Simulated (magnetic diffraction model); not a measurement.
# Magnetic neutron pattern of TmSbO3

Space group P6_3cm (no. 185), a = 6.5540 Å, c = 12.6950 Å.

| site | atom | x | y | z |
| --- | --- | --- | --- | --- |
| 2a | Tm | 0 | 0 | 0.7665 |
| 4b | Tm | 2/3 | 1/3 | 0.7409 |
| 6c | Sb | 0 | 0.6741 | 0.5009 |
| 6c | O | 0 | 0.2938 | 0.1820 |
| 6c | O | 0 | 0.3792 | 0.8207 |
| 2a | O | 0 | 0 | 0.9495 |
| 4b | O | 2/3 | 1/3 | 0.5382 |

The compound is invented for this exercise: a known structure type with other elements, its cell scaled to their sizes and not relaxed.

Only Tm is taken to order (form factors of Tm3+); orders and moment sizes are assumed, and not adapted to the symmetry. Radiation: neutrons of λ = 1.594 Å, 3° to 35°; isotropic B of 0.38 Å² (Tm), 0.59 Å² (Sb) and 0.81 Å² (O). The intensities are simulated: I ∝ L Σ (|F_N|² + |F_M⊥|²) for unpolarised neutrons, with F_M = 2.695 fm/μB × Σ f(s) S exp(2πi Q·r) exp(−B s²) at Q = H ± k (one set where k and −k are equivalent), only the part normal to Q counting and L = 1/(sin²θ cos θ). For collinear order S is the moment m, which repeats by lattice and centring translations R with the sign exp(−2πi k·R). Form factors are spin-only for 3d ions and dipole or tabulated for f ions, scattering lengths are Sears's of 1992, and absorption is left out. A label names one of the reflections at its angle. The strongest nuclear line in the range is 100, and lines under 0.2 are left out.

Assume the order k = (1/2 0 0), collinear moments along [120], 5.8 μB on Tm; signs + at (0, 0, 0.7665), + at (0, 0, 0.2665), − at (2/3, 1/3, 0.7409), − at (1/3, 2/3, 0.2409), − at (2/3, 1/3, 0.2409), − at (1/3, 2/3, 0.7409).

Q: Where does magnetic intensity appear, and how strong is it?

```
2θ (°)       index  nuclear  magnetic
  8.05   (1/2 0 0)      0.0     224.3
 13.97  (1/2 -1 0)      0.0       6.1
 14.43     (0 0 2)     13.7       0.0
 16.54   (1/2 0 2)      0.0     128.7
 20.13  (1/2 -1 2)      0.0      14.4
 21.41   (1/2 1 0)      0.0      42.5
 21.71     (1 0 2)      4.9       0.0
 24.32   (3/2 0 0)      0.0       5.6
 25.91   (1/2 1 2)      0.0      71.3
 28.15     (1 1 0)     15.6       0.0
 28.39   (3/2 0 2)      0.0       8.7
 29.09     (0 0 4)     38.2       0.0
 29.09     (1 1 1)    100.0       0.0
 29.33  (3/2 -2 0)      0.0      11.5
 30.23   (1/2 0 4)      0.0      36.4
 31.77     (1 1 2)      2.7       0.0
 32.40  (1/2 -1 4)      0.0       6.8
 32.83  (3/2 -2 2)      0.0      26.3
 33.44     (1 0 4)     13.4       0.0
```

The strongest magnetic line in the range is (1/2 0 0) at 8.05° (224.3). On top of the Lorentz factor, which all lines share, magnetic lines fade with angle because f falls: for Tm3+ it is 0.97, 0.87, 0.75 and 0.49 at sin θ/λ = 0.1, 0.2, 0.3 and 0.5 Å⁻¹, while nuclear lengths stay constant. The order has no net moment.

[Logs are printed without paths, hosts, clocks, repeated set-up lines and the standing remarks that a program may print on its own settings, such as how far it seeks lower states.]
